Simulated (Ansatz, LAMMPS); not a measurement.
# Relaxing ionic liquid BMIM+ dicyanamide, from a frame at 450 K (90 atoms), part 3 of 3

Wanted: the relaxed structure of ionic liquid BMIM+ dicyanamide, from a frame at 450 K (90 atoms) and its electronic structure.

Ansatz 0.2.0; Kohn-Sham DFT, PBE+D4, PAW (set soft_2), plane waves.

The cell: 30 C, 15 N and 45 H. The network of contacts between molecules at the start is that of the classical potential that made the cell. The density was typed from a rule of thumb and may lie off the real one at this temperature. The Brillouin zone is sampled at Γ only, in a cell whose shortest periodic width is 10 Å.

So far, density (g/cm³): step 5 (distances and neighbours after relaxation) 1.05.

## Step 6: Single point at the relaxed geometry

One more single point at the end of the walk gives the fuller output and checks the residual forces.

File input.yaml:

```yaml
crystal:
  lattice:
    - [9.90267, 0.0, 0.0]
    - [0.0, 9.90267, 0.0]
    - [0.0, 0.0, 9.90267]
  atoms:
    - { symbol: C, position: [0.42545, 0.92232, 0.15124] }
    - { symbol: C, position: [0.53883, 0.99699, 0.07751] }
    - { symbol: C, position: [0.52252, 0.00466, 0.92391] }
    - { symbol: C, position: [0.39198, 0.07099, 0.87525] }
    [... 80 atom lines left out ...]
    - { symbol: "N", position: [0.28355, 0.60258, 0.28958] }
    - { symbol: "N", position: [0.78285, 0.71217, 0.93164] }
    - { symbol: C, position: [0.84491, 0.81379, 0.93765] }
    - { symbol: "N", position: [0.91015, 0.92822, 0.92997] }
    - { symbol: C, position: [0.97858, 0.9808, 0.02866] }
    - { symbol: "N", position: [0.04448, 0.03804, 0.11019] }
kpoints:
  mp_grid: { grid: [1, 1, 1] }
hamiltonian:
  xc: pbe
  dispersion: d4
scf:
  occupations: { method: fixed }
output:
  forces: true
  stress: true
  populations: true
  dos:
    method: { smearing: { sigma: 0.15 } }
    de: 0.1
    projected: { site_lists: { C: [C], H: [H], "N": ["N"] } }
  eigenvalues: true
  write_density: true
  write_potential: true
  volumetric_format: npy
```

Run with:

```sh
$ ansatz run input.yaml --threads 4 --pin off --max-ram 8192MiB --backend cpu --events-out ev --progress --plain --runs-dir out
```

Numbers of over 12 decimals in the logs are rounded to 6 here.

Output:

```text
[...]
Crystal: 90 atoms, lattice volume = 971.084 Å³
Basis set: ecut = 420 eV, 18949 PW (Γ), exchange–correlation on 144×144×144 points (8 copies of the dense FFT grid, shifted against one another)
Bands: 210, of which v1, the nominal top of the filled ones, is band 120 counted from 1 (119 counted from 0)
Symmetry: 1 space group operations
[...]
k-points: 1
[...]
SCF iter   1: F=—  HF=-14009.865389 eV  |F-HF|=—  |Δ(HF+E_count)|=         —  Δρ=6.36e-3  dr2=6.38e-1  ethr=1.77e-3  ⟨swp⟩=5.0  Hψ=738  notcnv=0  defer=87
[...]
SCF iter  11: F=-14009.726449 eV  HF=-14009.726449 eV  |F-HF|=3.27e-8  |Δ(HF+E_count)|=   2.69e-8  Δρ=2.05e-6  dr2=5.24e-8  ethr=4.17e-11  ⟨swp⟩=22.0  Hψ=2044  notcnv=0
SCF 1 converged in 11 iterations: F = -14009.726449 eV  dr2 = 5.24e-8
[...]
WARN: The input density's exchange-correlation potential varies sharply where the density is thin. Do not read a vacuum level from v_tot or v_xc, or from such a field of the output density. On a cell that repeats whose density bears no net charge and no dipole along the vacuum's axis use v_es (v_loc + v_h of the components); [...]
SCF converged after 11 iterations
Free energy (F): -14009.726449 eV
[...]
Internal energy: -14009.726449 eV  (E = F + TS)
E sigma→0 (E₀):  -14009.726449 eV
Fermi energy:    0.093591 eV
[...]
--- Forces (eV/Å), atoms counted from 1 ---
  atom   1  C      0.01223048     0.01231932    -0.02755679
  atom   2  C     -0.01390246    -0.01965288    -0.00721993
  atom   3  C     -0.01284044     0.00744567     0.01352436
  atom   4  C      0.00256819    -0.00008072     0.01715312
  atom   5  N      0.00950888    -0.01410399     0.01434842
  atom   6  C      0.01439379    -0.00518332     0.00937090
  atom   7  C      0.00612494    -0.00081467    -0.00270205
  atom   8  N      0.00383351    -0.00293619     0.00547067
  atom   9  C     -0.00189138    -0.00634174     0.00056079
  atom  10  C     -0.00234434    -0.00104902     0.00223249
  atom  11  H      0.00051206     0.00885328    -0.01084967
  atom  12  H      0.02745359     0.00201332     0.00065951
  atom  13  H      0.01978393     0.01836027    -0.00990531
  atom  14  H     -0.01652747    -0.00979291    -0.00806415
[...]
atom  89  C     -0.00928968     0.00027408     0.00517001
  atom  90  N      0.00131354    -0.00187182    -0.00832606
  max |Σ_I F_I| component: 1.27e-4 eV/Å
--- Stress (GPa, compression-positive) ---
       -0.298211      -0.020185       0.085721
       -0.020184      -0.315222       0.016742
        0.085721       0.016742      -0.261387
  P = ⅓ Tr σ = -0.2916 GPa (-2.916 kbar)
--- Band table (eV) ---
[...]
--- Löwdin populations: 90 sites ---
  site symbol       q [e]
     0      C      4.4539
     1      C      4.2578
     2      C      4.2697
[...]
89      N      5.4008
  spilling = 0.013291 (of n_electrons = 240.000000)
```

It took 9.3 s on 4 threads of Arm Neoverse V2, shared host; peak memory 0.96 GiB; 34 s of CPU time.

The program notes that the exchange-correlation potential is rough where the density is thin.

Read from the output:

```yaml
free_energy: -14009.7264 eV
free_energy_per_atom: -155.6636 eV/atom
scf_cycles: 11
pressure: -0.2916 GPa
r_m_s_force_component: 0.00901 eV/Å
longest_force: 0.05269 eV/Å
fermi_energy: 0.09359 eV
spacing_of_highest_filled_and_lowest_empty_level: 3.138 eV
spilling_of_the_projection: 0.01329
```

Löwdin charges by element and coordination (they lack the spilled electrons, 0.035 e an atom on average):

| element | coordination | atoms | mean charge (e) | spread | least | most |
| --- | --- | --- | --- | --- | --- | --- |
| C | all | 30 | -0.101 | 0.235 | -0.460 | 0.293 |
| C | 2 | 6 | 0.275 | 0.0137 | 0.258 | 0.293 |
| C | 3 | 9 | -0.0226 | 0.0607 | -0.0739 | 0.0723 |
| C | 4 | 15 | -0.298 | 0.0965 | -0.460 | -0.157 |
| H | all | 45 | 0.205 | 0.0265 | 0.153 | 0.249 |
| N | all | 15 | -0.202 | 0.211 | -0.405 | 0.0609 |
| N | 1 | 6 | -0.393 | 0.01 | -0.405 | -0.379 |
| N | 2 | 3 | -0.334 | 0.0038 | -0.339 | -0.331 |
| N | 3 | 6 | 0.0549 | 0.0055 | 0.0448 | 0.0609 |

Density of states as counts of states in windows of 1 eV (from the Fermi level), total and the larger projections:

| from (eV) | to (eV) | total | C p | N p | H s | C s |
| --- | --- | --- | --- | --- | --- | --- |
| -14 | -13 | 5.8 | 0.4 | 1.4 | 1.1 | 2.8 |
| -13 | -12 | 5.5 | 0.6 | 0.7 | 1.3 | 2.6 |
| -12 | -11 | 8.1 | 2.0 | 1.6 | 1.6 | 2.7 |
| -11 | -10 | 14.0 | 4.7 | 4.7 | 1.4 | 2.6 |
| -10 | -9 | 7.7 | 2.9 | 0.7 | 1.9 | 1.9 |
| -9 | -8 | 6.2 | 2.5 | 0.6 | 1.7 | 1.1 |
| -8 | -7 | 8.7 | 4.2 | 3.1 | 1.0 | 0.2 |
| -7 | -6 | 27.1 | 14.8 | 4.7 | 6.1 | 0.8 |
| -6 | -5 | 21.6 | 12.4 | 4.5 | 4.0 | 0.2 |
| -5 | -4 | 24.4 | 14.8 | 3.7 | 5.2 | 0.1 |
| -4 | -3 | 20.8 | 6.8 | 7.5 | 3.1 | 0.4 |
| -3 | -2 | 29.1 | 13.7 | 9.6 | 4.8 | 0.2 |
| -2 | -1 | 10.1 | 5.9 | 3.7 | 0.1 | 0.0 |
| -1 | 0 | 7.3 | 0.4 | 6.7 | 0.0 | 0.0 |
| 0 | 1 | 0.8 | 0.0 | 0.8 | 0.0 | 0.0 |
| 1 | 2 | 0.0 | 0.0 | 0.0 | 0.0 | 0.0 |
| 2 | 3 | 0.3 | 0.2 | 0.1 | 0.0 | 0.0 |
| 3 | 4 | 6.5 | 3.6 | 2.0 | 0.4 | 0.1 |
| 4 | 5 | 11.8 | 5.4 | 1.6 | 1.6 | 0.8 |

With fixed occupations the program's Fermi level is the highest filled level; weight inside the gap is the broadening of levels at its edges.

Between -23 and -14 eV lie 43 more states.

The levels nearest the highest filled one (over half full), pooled over k-points and spins:

| level less the highest filled one (eV) | occupation |
| --- | --- |
| -1.19 | 2 |
| -1.15 | 2 |
| -0.732 | 2 |
| -0.371 | 2 |
| -0.351 | 2 |
| 0 | 2 |
| 3.14 | 0 |
| 3.35 | 0 |
| 3.71 | 0 |
| 4.06 | 0 |
| 4.25 | 0 |
| 4.30 | 0 |

Electrostatic potential energy in the ac plane at fractional y = 0.620, with atoms of H and C and N within 0.2 Å of it. With pseudopotentials it is smooth inside the atoms' cores, unlike the true potential.

Ten even steps from '0' (-56 eV) to '9' (6 eV), each cell a mean:
```
9999999999997679999999999999
9999999999987678999999999999
9999999999854789999999999999
6799999999843899999999999999
2389999999988999999999999998
6568899999999999999999999998
7436458999999999999998789998
7657448999999999999998677887
3788889999999999999998512652
1689999999999999999998400430
4789999999999999999998645763
1268999999999999999984126875
0045699999987579998651005662
2352489997665469997135233113
7888899983016789999788872004
8999998541016899999999986337
9999996102568999999999987447
8999997214899999999999884004
8999999878999999999999634115
8999999999999999999999757778
9999999999999999999999999999
9999999999999899999999999999
9999999999985389999999999999
9999999999985489999999999999
```
Columns run along a (9.9 Å; values clipped at the 3rd and 97th percentile), rows up along c (9.9 Å). Atoms in or near the plane, at fractional coordinates: H at (0.46, 0.04), H at (0.42, 0.86), C at (0.92, 0.25), N at (0.91, 0.39), C at (0.80, 0.47), C at (0.02, 0.47), H at (0.82, 0.20), H at (0.70, 0.43), H at (0.02, 0.81), H at (0.17, 0.70), H at (0.13, 0.44), C at (0.37, 0.36), N at (0.28, 0.29).

Valence density in the ac plane at fractional y = 0.620, with atoms of H and C and N within 0.2 Å of it. It is the smooth field of the valence electrons, not physical close to the nuclei.

Values in e/Å³, 13 rows by 16 columns, each cell a mean:
```
0.0 0.0 0.0 0.0 0.0 0.1 0.4 1.0 0.6 0.2 0.1 0.1 0.3 0.2 0.0 0.0
0.2 0.1 0.0 0.0 0.0 0.1 0.9 1.1 0.3 0.1 0.0 0.1 0.2 0.1 0.0 0.1
1.3 0.7 0.2 0.1 0.0 0.0 0.2 0.2 0.1 0.0 0.0 0.0 0.1 0.0 0.0 0.2
1.0 1.3 1.3 0.4 0.0 0.0 0.0 0.0 0.0 0.0 0.0 0.1 0.4 0.4 0.1 0.3
1.6 0.6 0.6 0.2 0.0 0.0 0.0 0.0 0.0 0.0 0.0 0.1 0.8 1.4 1.1 1.8
2.0 0.3 0.1 0.0 0.0 0.0 0.0 0.1 0.1 0.0 0.0 0.1 0.9 1.8 1.2 2.3
1.8 1.3 0.4 0.1 0.0 0.1 0.3 0.9 0.6 0.1 0.2 0.8 1.7 1.7 0.8 1.2
1.2 1.1 0.7 0.1 0.3 0.9 1.3 1.6 0.8 0.1 0.3 1.2 1.1 1.6 3.1 2.6
0.2 0.1 0.1 0.6 2.1 2.7 1.4 0.5 0.1 0.0 0.0 0.1 0.1 0.5 2.1 1.3
0.4 0.1 0.1 0.7 2.5 1.6 0.4 0.1 0.0 0.0 0.0 0.0 0.2 1.0 1.6 1.5
0.4 0.0 0.0 0.1 0.3 0.2 0.1 0.0 0.0 0.0 0.0 0.0 0.3 1.1 1.0 0.9
0.0 0.0 0.0 0.0 0.0 0.0 0.1 0.2 0.1 0.0 0.0 0.0 0.0 0.1 0.1 0.1
0.0 0.0 0.0 0.0 0.0 0.0 0.3 1.3 0.4 0.1 0.0 0.0 0.1 0.1 0.0 0.0
```
Columns run along a (9.9 Å), rows up along c (9.9 Å). Atoms in or near the plane, at fractional coordinates: H at (0.46, 0.04), H at (0.42, 0.86), C at (0.92, 0.25), N at (0.91, 0.39), C at (0.80, 0.47), C at (0.02, 0.47), H at (0.82, 0.20), H at (0.70, 0.43), H at (0.02, 0.81), H at (0.17, 0.70), H at (0.13, 0.44), C at (0.37, 0.36), N at (0.28, 0.29).

Mean Löwdin charges: C -0.10, H +0.21, N -0.20 e (they miss 1.3 % of the electrons, so they add up to more than the cell's charge). The largest share in the top eV of filled states is N p (93 % of the projected weight), and in the lowest eV of empty states C p (61 % of the projected weight).

A closer look about H66, picked at random: 14 atoms, nearest first, numbered in the order of the input, with positions taken from that point.

| atom | x | y | z | distance (Å) | bonds | Löwdin charge (e) |
| --- | --- | --- | --- | --- | --- | --- |
| H66 | 0.00 | 0.00 | 0.00 | 0.00 | 1 | 0.21 |
| C53 | -0.13 | 0.01 | 1.09 | 1.10 | 4 | -0.27 |
| H67 | 0.85 | -0.27 | 1.53 | 1.77 | 1 | 0.18 |
| C54 | -0.44 | 1.45 | 1.50 | 2.13 | 4 | -0.17 |
| C52 | -1.19 | -1.02 | 1.48 | 2.16 | 4 | -0.27 |
| H69 | 0.34 | 2.12 | 1.12 | 2.42 | 1 | 0.22 |
| H64 | -0.80 | -2.01 | 1.21 | 2.48 | 1 | 0.19 |
| H68 | -1.40 | 1.79 | 1.09 | 2.51 | 1 | 0.21 |
| H61 | -2.41 | -0.82 | -0.31 | 2.56 | 1 | 0.19 |
| N78 | 0.12 | -1.13 | -2.52 | 2.77 | 2 | -0.33 |
| C51 | -2.53 | -0.81 | 0.78 | 2.77 | 4 | -0.45 |
| H21 | 2.92 | 0.10 | 0.03 | 2.92 | 1 | 0.23 |
| H65 | -1.33 | -1.03 | 2.58 | 3.08 | 1 | 0.16 |
| H63 | -3.00 | 0.15 | 1.06 | 3.18 | 1 | 0.17 |

The column of bonds counts only the pairs H-C within 1.34 Å, C-C within 1.85 Å, C-N within 1.79 Å; other neighbours, such as metal atoms beside each other in a compound, aren't counted, and periodic images can show an atom twice.

## Step 7: Outcome

```yaml
energy_change_in_the_relaxation: -117.6 meV/atom
r_m_s_displacement: 1.191 Å
largest_displacement: 3.326 Å
free_energy_per_atom: -155.6636 eV/atom
pressure: -0.2916 GPa
r_m_s_force_component: 0.00901 eV/Å
spacing_of_highest_filled_and_lowest_empty_level: 3.138 eV
wall_time_of_the_3_dft_runs: 3.3 min
```

What this shows: Relaxation lowers the energy by 118 meV/atom and moves atoms by 1.2 Å r.m.s.; the r.m.s. force component goes from 1.7 to 0.0090 eV/Å, the pressure goes from 0.48 to -0.29 GPa, and the gap from 2.74 to 3.14 eV. By the final cutoffs no bond was broken or made. From the first step to the last the energy fell by 10.585 eV, and the largest move was 3.33 Å (H11). The C-C bonds go from 1.462 Å (spread 0.062) to 1.489 Å (spread 0.070). Counting bonds as in the table, 50 % of C atoms have 4, all H atoms have 1 and 40 % of N atoms have 1 and as many 3 bonded neighbours. Between filled and empty levels lie 3.14 eV (at Γ alone); a semilocal functional tends to put such gaps too low. In a disordered cell it changes from sample to sample and from frame to frame.

Caveats: The network of contacts between molecules at the start is that of the classical potential that made the cell; in DFT atoms moved by 1.2 Å r.m.s.

[Logs are printed without paths, hosts, clocks, repeated set-up lines and the standing remarks that a program may print on its own settings, such as how far it seeks lower states.]

[Hosts, paths, dates, database ids (printed as entryN), source tags and the programs' standing remarks are cut or masked in the printed files.]
